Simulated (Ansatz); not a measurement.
# CsPbI2Br (P4/mmm): a many-body input that goes wrong, and its mend

What is wrong with this input for CsPbI2Br (P4/mmm)?

Calculated with Ansatz 0.2.0; G0W0 on PBE, plane waves, PAW; PAW set soft_1.

## 1. Set-up

Symmetry: P4/mmm, No. 123, tetragonal system. Conventional cell: a = 6.375 Å, b = 6.375 Å, c = 5.962 Å, α = 90.00°, β = 90.00°, γ = 90.00°. Nearest to Cs lie 8 I at 4.36 Å and 4 Br at 4.51 Å. Pb has 2 Br at 2.98 Å and 4 I at 3.19 Å nearest. Nearest to I lie 2 Pb at 3.19 Å and 4 Cs at 4.36 Å. Nearest to Br lie 2 Pb at 2.98 Å and 4 Cs at 4.51 Å. Farther neighbours and most contacts between anions are not listed.

The cell and positions are those that the Materials Project relaxed with its own functionals (PBE, PBE+U or r2SCAN), kept fixed. Spin-orbit coupling is left out unless a step names it.

## 2. First try

Contents of input.yaml:

```yaml
crystal:
  lattice:
    - [6.375296, 0.0, 0.0]
    - [0.0, 6.375296, 0.0]
    - [0.0, 0.0, 5.96222]
  atoms:
    - { symbol: Cs, position: [0.5, 0.5, 0.5] }
    - { symbol: Pb, position: [0.0, 0.0, 0.0] }
    - { symbol: I, position: [0.0, 0.5, 0.0] }
    - { symbol: I, position: [0.5, 0.0, 0.0] }
    - { symbol: Br, position: [0.0, 0.0, 0.5] }
kpoints:
  mp_grid: { grid: [2, 2, 2] }
hamiltonian:
  xc: pbe
  pseudopotentials: { kind: paw, azcp: { folder: soft_1 } }
scf:
  occupations: { method: fixed }
  max_iter: 60
gw:
  n_empty_bands: 255
  ecut_chi: 60
  qp_bands: [v2, c2]
  qp_kpoints: band_edges
  screening: { model: contour_deformation }
total_charge: 2
```

On the command line:

```console
> ansatz run input.yaml --threads 2 --pin off --max-ram 92160MiB --backend cuda --events-out ev --progress --plain --runs-dir out --devices 1 --max-vram 13GiB
```

Numbers of over 12 decimals in the logs are rounded to 6 here.

Output:

```text
GPUs: using 1 of 1 available (devices: 1).
Engine: ansatz 0.2.0, x86_64-unknown-linux-gnu
Pseudopotentials: kind: paw
Pseudopotential: Cs, paw, valence charge 9, recommended cutoff 420 eV (normal), soft_1/Cs.paw.azcp
Pseudopotential: Pb, paw, valence charge 14, recommended cutoff 420 eV (normal), soft_1/Pb.paw.azcp
Pseudopotential: I, paw, valence charge 17, recommended cutoff 420 eV (normal), soft_1/I.paw.azcp
Pseudopotential: Br, paw, valence charge 7, recommended cutoff 420 eV (normal), soft_1/Br.paw.azcp
Functional definition: PBE
  parameter kappa = 0.804
  parameter beta = 0.066725
  exchange = pbe_x(kappa = kappa, mu = beta*pi^2/3)
  correlation = pbe_c(beta = beta)
device memory: the entry about to start is reckoned to put 1.9 GiB on a device that reports 67.6 GiB free (of which the cap on the GPU budget leaves the run 13.0 GiB)
GPU FFT provider: cuFFT
GPU libraries: cuBLAS 13.8.2, cuFFT 12.4.0, cuSOLVER 12.3.4
Crystal: 5 atoms, lattice volume = 242.331 Å³
Basis set: ecut = 420 eV, 4695 PW (Γ)
Bands: 38, of which v1, the nominal top of the filled ones, is band 31 counted from 1 (30 counted from 0)
Symmetry: 16 space group operations
Space group: P4/mmm (ITA 123), of the structure as read, at distance tolerance 6.2e-5 Å
k-points: 6 of 8
Non-local potential: Cs, projectors of the file, l = 0: 3, l = 1: 2, l = 2: 2, l = 3: 2
Non-local potential: Pb, projectors of the file, l = 0: 2, l = 1: 2, l = 2: 2, l = 3: 1
Non-local potential: I, projectors of the file, l = 0: 2, l = 1: 2, l = 2: 2, l = 3: 1
Non-local potential: Br, projectors of the file, l = 0: 2, l = 1: 2, l = 2: 2
PAW form: soft (Blöchl's): semilocal exchange-correlation on the pseudo side does not see the compensation charge
PAW one-centre angular grid: Cs, 194 points (default); XC on 64 Gauss nodes
PAW one-centre angular grid: Pb, 590 points (default); XC on 64 Gauss nodes
PAW one-centre angular grid: I, 590 points (default); XC on 64 Gauss nodes
PAW one-centre angular grid: Br, 110 points (default); XC on 64 Gauss nodes
Initial density: superposition of atomic densities (chi_scale 0.1, normalization cell, long waves kept (reshape's long-wave potential 0.01 eV rms))
Initial wavefunctions: pseudopotential atomic-orbital guess
GPU buffer pool allocated for 81000 grid points (all kernels)
GPU transforms: local potential and band sums: pruned to the plane-wave sphere, on 45×45×40
Functional: x = pbe(κ = 0.804, μ = 0.219515), c = pbe(β = 0.066725)
SCF iter   1: F=—  HF=-35404.483749 eV  |F-HF|=—  |Δ(HF+E_count)|=         —  Δρ=5.76e-2  dr2=2.10e1  ethr=3.10e-3  ⟨swp⟩=5.0  Hψ=757  notcnv=0  defer=31
preconditioner: auto → Resta (q_TF=auto, 2.174 Å⁻¹)  ε∞=2.7  [insulator: Δε(μ)=0.230 eV  Ē_g=10.002 eV  n_scr=32 (ndim 8)  ℏωp=13.1 eV  f_vac=0.067  ε∞_Penn≈2.7]
SCF iter   2: F=—  HF=-35400.968310 eV  |F-HF|=—  |Δ(HF+E_count)|=    3.52e0  Δρ=3.18e-2  dr2=6.06e0  ethr=3.10e-3  ⟨swp⟩=3.8  Hψ=514  notcnv=0  defer=30
SCF iter   3: F=—  HF=-35399.407793 eV  |F-HF|=—  |Δ(HF+E_count)|=    1.56e0  Δρ=1.58e-2  dr2=1.59e0  ethr=3.10e-3  ⟨swp⟩=2.3  Hψ=390  notcnv=0  defer=27
SCF iter   4: F=—  HF=-35399.931308 eV  |F-HF|=—  |Δ(HF+E_count)|=   5.24e-1  Δρ=3.27e-2  dr2=1.04e1  ethr=2.57e-3  ⟨swp⟩=2.7  Hψ=388  notcnv=0  defer=29  recentre
SCF iter   5: F=—  HF=-35399.037605 eV  |F-HF|=—  |Δ(HF+E_count)|=   8.94e-1  Δρ=1.17e-2  dr2=8.64e-1  ethr=2.57e-3  ⟨swp⟩=2.2  Hψ=363  notcnv=0  defer=28
SCF iter   6: F=—  HF=-35398.997718 eV  |F-HF|=—  |Δ(HF+E_count)|=   3.99e-2  Δρ=8.82e-3  dr2=5.79e-1  ethr=1.39e-3  ⟨swp⟩=1.8  Hψ=230  notcnv=0  defer=28
SCF iter   7: F=—  HF=-35398.903099 eV  |F-HF|=—  |Δ(HF+E_count)|=   9.46e-2  Δρ=7.19e-3  dr2=2.61e-1  ethr=9.33e-4  ⟨swp⟩=1.5  Hψ=257  notcnv=0  defer=28
SCF iter   8: F=—  HF=-35398.890601 eV  |F-HF|=—  |Δ(HF+E_count)|=   1.25e-2  Δρ=8.90e-3  dr2=2.48e-1  ethr=4.21e-4  ⟨swp⟩=1.0  Hψ=234  notcnv=0  defer=28
SCF iter   9: F=—  HF=-35398.892873 eV  |F-HF|=—  |Δ(HF+E_count)|=   2.27e-3  Δρ=5.28e-3  dr2=1.79e-1  ethr=4.00e-4  ⟨swp⟩=1.0  Hψ=212  notcnv=0  defer=26
SCF iter  10: F=—  HF=-35398.890666 eV  |F-HF|=—  |Δ(HF+E_count)|=   2.21e-3  Δρ=6.02e-3  dr2=1.69e-1  ethr=2.89e-4  ⟨swp⟩=1.0  Hψ=243  notcnv=0  defer=26
[...]
SCF iter  51: F=—  HF=-35398.880404 eV  |F-HF|=—  |Δ(HF+E_count)|=   1.62e-3  Δρ=1.32e-2  dr2=1.87e0  ethr=4.26e-5  ⟨swp⟩=1.0  Hψ=212  notcnv=0  defer=25  recentre
SCF iter  52: F=—  HF=-35398.879941 eV  |F-HF|=—  |Δ(HF+E_count)|=   4.63e-4  Δρ=4.21e-3  dr2=1.08e-1  ethr=4.26e-5  ⟨swp⟩=1.0  Hψ=223  notcnv=0  defer=25
SCF iter  53: F=—  HF=-35398.878693 eV  |F-HF|=—  |Δ(HF+E_count)|=   1.25e-3  Δρ=5.43e-3  dr2=1.21e-1  ethr=4.26e-5  ⟨swp⟩=1.0  Hψ=221  notcnv=0  defer=26
SCF iter  54: F=—  HF=-35398.880120 eV  |F-HF|=—  |Δ(HF+E_count)|=   1.43e-3  Δρ=5.95e-3  dr2=1.28e-1  ethr=4.26e-5  ⟨swp⟩=1.0  Hψ=212  notcnv=0  defer=26
SCF iter  55: F=—  HF=-35398.878690 eV  |F-HF|=—  |Δ(HF+E_count)|=   1.43e-3  Δρ=3.22e-3  dr2=4.82e-2  ethr=4.26e-5  ⟨swp⟩=1.0  Hψ=212  notcnv=0  defer=25
SCF iter  56: F=—  HF=-35398.878564 eV  |F-HF|=—  |Δ(HF+E_count)|=   1.25e-4  Δρ=3.20e-3  dr2=4.64e-2  ethr=4.26e-5  ⟨swp⟩=1.0  Hψ=223  notcnv=0  defer=26
SCF iter  57: F=—  HF=-35398.878421 eV  |F-HF|=—  |Δ(HF+E_count)|=   1.44e-4  Δρ=3.17e-3  dr2=4.44e-2  ethr=4.26e-5  ⟨swp⟩=1.0  Hψ=223  notcnv=0  defer=26
SCF iter  58: F=—  HF=-35398.877926 eV  |F-HF|=—  |Δ(HF+E_count)|=   4.94e-4  Δρ=3.06e-3  dr2=3.76e-2  ethr=4.26e-5  ⟨swp⟩=13.2  Hψ=1334  notcnv=0
SCF iter  59: F=—  HF=-35398.877639 eV  |F-HF|=—  |Δ(HF+E_count)|=   2.87e-4  Δρ=2.99e-3  dr2=3.41e-2  ethr=4.26e-5  ⟨swp⟩=3.3  Hψ=813  notcnv=0
SCF iter  60: F=—  HF=-35398.878111 eV  |F-HF|=—  |Δ(HF+E_count)|=   4.72e-4  Δρ=6.39e-3  dr2=2.48e-1  ethr=4.26e-5  ⟨swp⟩=4.5  Hψ=838  notcnv=0  recentre
Error: did not converge after 60 iterations: dr2 = 2.48e-1 (threshold 1.00e-7), under the density mixer `msr1`, which `scf.mixing.algorithm: auto` chose by the deck's other keys (type `scf.mixing.algorithm: msr1` to keep it); at k-index 0, counted from 0 in this SCF's own list of k-points, the highest band that the last eigensolve's fill by count filled, 1.827779 eV, and the lowest that it left empty, 1.827779 eV, la [...]
```

It took 8.6 s on 1 × NVIDIA H100 80GB HBM3 (shared by 6 runs) with 2 threads of AMD EPYC 7R13 (Zen 3), shared host; peak memory 0.89 GiB.

**Diagnosis.**

Residual by cycle:

cycle, log10 residual and a bar from the least value:
```
        1        1.3 ##############################
        6       -0.2 ############
       12       -1.0 ####
       17        0.3 ###################
       22       -1.0 ####
       28       -0.9 #####
       33       -0.7 #######
       39        0.4 ###################
       44       -0.9 #####
       49       -0.5 #########
       55       -1.3 
       60       -0.6 ########
```

The run stopped without converging, so none of its numbers is a property of the system.

After 60 cycles the residual stands at 0.25, against 0.13 at cycle 31 and a least value of 0.026. The cap of 60 cycles in the input ended the loop.

The program's message: “Error: did not converge after 60 iterations: dr2 = 2.48e-1 (threshold 1.00e-7), under the density mixer `msr1`, which `scf.mixing.algorithm: auto` chose by the deck's other keys (type `scf.mixing.algo …”

The fault: a charged cell. Adding or removing electrons leaves a partly filled band.

## 3. A better input

G0W0 replaces the xc potential by the self-energy, built once from these orbitals. Only a window of levels is corrected, while the sums run over the empty bands that the input names. This step takes PAW set soft_1 files.

Edit input.yaml of step 2 so:

```diff
@@ -18,6 +18,5 @@
   occupations: { method: fixed }
-  max_iter: 60
 gw:
-  n_empty_bands: 255
-  ecut_chi: 60
+  n_empty_bands: 469
+  ecut_chi: 90
   qp_bands: [v2, c2]
@@ -25,2 +24 @@
   screening: { model: contour_deformation }
-total_charge: 2
```

Output:

```text
GPUs: using 1 of 1 available (devices: 1).
[...]
GPU FFT provider: cuFFT
GPU libraries: cuBLAS 13.8.2, cuFFT 12.4.0, cuSOLVER 12.3.4
Crystal: 5 atoms, lattice volume = 242.331 Å³
Basis set: ecut = 420 eV, 4695 PW (Γ)
Bands: 39, of which v1, the nominal top of the filled ones, is band 32 counted from 1 (31 counted from 0)
[... 1 set-up line as in the run before ...]
[...]
k-points: 6 of 8
[...]
GPU buffer pool allocated for 81000 grid points (all kernels)
[...]
SCF iter   1: F=—  HF=-35395.072494 eV  |F-HF|=—  |Δ(HF+E_count)|=         —  Δρ=1.90e-2  dr2=2.51e0  ethr=3.10e-3  ⟨swp⟩=5.7  Hψ=871  notcnv=0  defer=24
[...]
SCF iter   8: F=-35393.867935 eV  HF=-35393.867935 eV  |F-HF|=8.18e-8  |Δ(HF+E_count)|=   4.95e-7  Δρ=4.29e-6  dr2=6.25e-8  ethr=1.56e-10  ⟨swp⟩=13.2  Hψ=1435  notcnv=0
SCF 1 converged in 8 iterations: F = -35393.867935 eV  dr2 = 6.25e-8
[...]
0    31      2.4681   -17.1570     2.3718   -13.9649  0.7269     1.6176     1.6477  root
     0    32      2.4681   -17.1570     2.3718   -13.9649  0.7269     1.6176     1.6477  root
     0    33      6.8616    -3.4984    -3.4369    -6.9462  0.7910     6.8725     6.8725  root
     0    34      7.7513    -3.1570    -3.4033    -6.6531  0.7888     7.8444     7.8441  root
     1    31      2.3860   -16.7770     2.3607   -13.5801  0.7263     1.5177     1.5498  root
     1    32      2.5413   -19.7884     2.4493   -16.6725  0.7239     1.8563     1.8748  root
     1    33      6.1573    -8.4872    -3.8245   -12.6643  0.7462     6.5143     6.5099  root
     1    34      8.5969    -3.7369    -3.5437    -7.2953  0.7782     8.6115     8.6115  root
[...]
5    31      2.8915   -17.3963     2.2767   -14.3054  0.7319     2.0494     2.0774  root
     5    32      3.6832   -18.2928     1.4801   -16.2596  0.7474     3.1199     3.1301  root
     5    33      5.0791    -7.7948    -3.5334   -11.5894  0.7596     5.3424     5.3404  root
     5    34      5.0791    -7.7948    -3.5334   -11.5894  0.7596     5.3424     5.3404  root
[key lines of the parts left out:]
SCF converged after 8 iterations
Free energy (F): -35393.867935 eV
Fermi energy:    3.683223 eV
```

Wall time 12 s (1 × NVIDIA H100 80GB HBM3 (shared by 6 runs) with 2 threads); peak memory 1.7 GiB; 18 s of CPU time.

Numbers from this step:

* bands summed: 501
* RPA ε∞ on this mesh (eigenvalues): 9.401, 14.22, 14.22
* plane waves in the screening matrix: 461
* q-points in the mesh: 8
* G0W0 gap on the mesh: 2.210 eV
* k of the valence top: -0.5, -0.5, -0.5
* k of the conduction bottom: -0.5, -0.5, -0.5
* starting gap on the mesh: 1.396 eV
* Z at the valence top: 0.7474
* Z at the conduction bottom: 0.7596
* least direct G0W0 gap on the computed points: 2.210 eV

The gap on the mesh goes from 1.40 eV to 2.21 eV, a correction of +0.81 eV. Between the two edge states, bare exchange in place of the xc potential would open the gap by 5.83 eV, and correlation takes back 5.01 eV.

## 4. Summary of results

```
first try  : not converged after 8.6 s
better run : G0W0 gap on the mesh 2.21 eV (2×2×2 mesh, 469 empty bands, screening to 90 eV, PAW set soft_1 files)
```

In words: The second run differs in: empty bands, screening cutoff (eV), cell charge and iteration cap. Bands and cutoff are finite, so the gap is not at the basis limit. The miss can reach some tenths of an eV and take either sign; the mesh is an error of its own. The 2×2×2 mesh is coarse for this cell (its supercell is 12 Å along the shortest edge). The RPA ε∞ on it, from the PBE start, is 9.40 and 14.22; such meshes misread the long-range screening, most where the gap is narrow. Where an edge is built on 6p states of lead, bismuth or thallium, scalar-relativistic gaps usually stand too wide, by a few tenths to over one eV. The many-body steps are scalar-relativistic: spin-orbit coupling is not in them.

[Paths, hosts, dates, memory and timing lines, banners, echoed tables and standing remarks are left out of the program output.]

[Logs are printed without paths, hosts, clocks, repeated set-up lines and the standing remarks that a program may print on its own settings, such as how far it seeks lower states.]

[Runs of the session that timed out or met a known fault of the program may be left out.]

[Cells called generated may have been cut or substituted from an entry of the Crystallography Open Database or the Materials Project.]

[Hosts, paths, dates, database ids (printed as entryN), source tags and the programs' standing remarks are cut or masked in the printed files.]
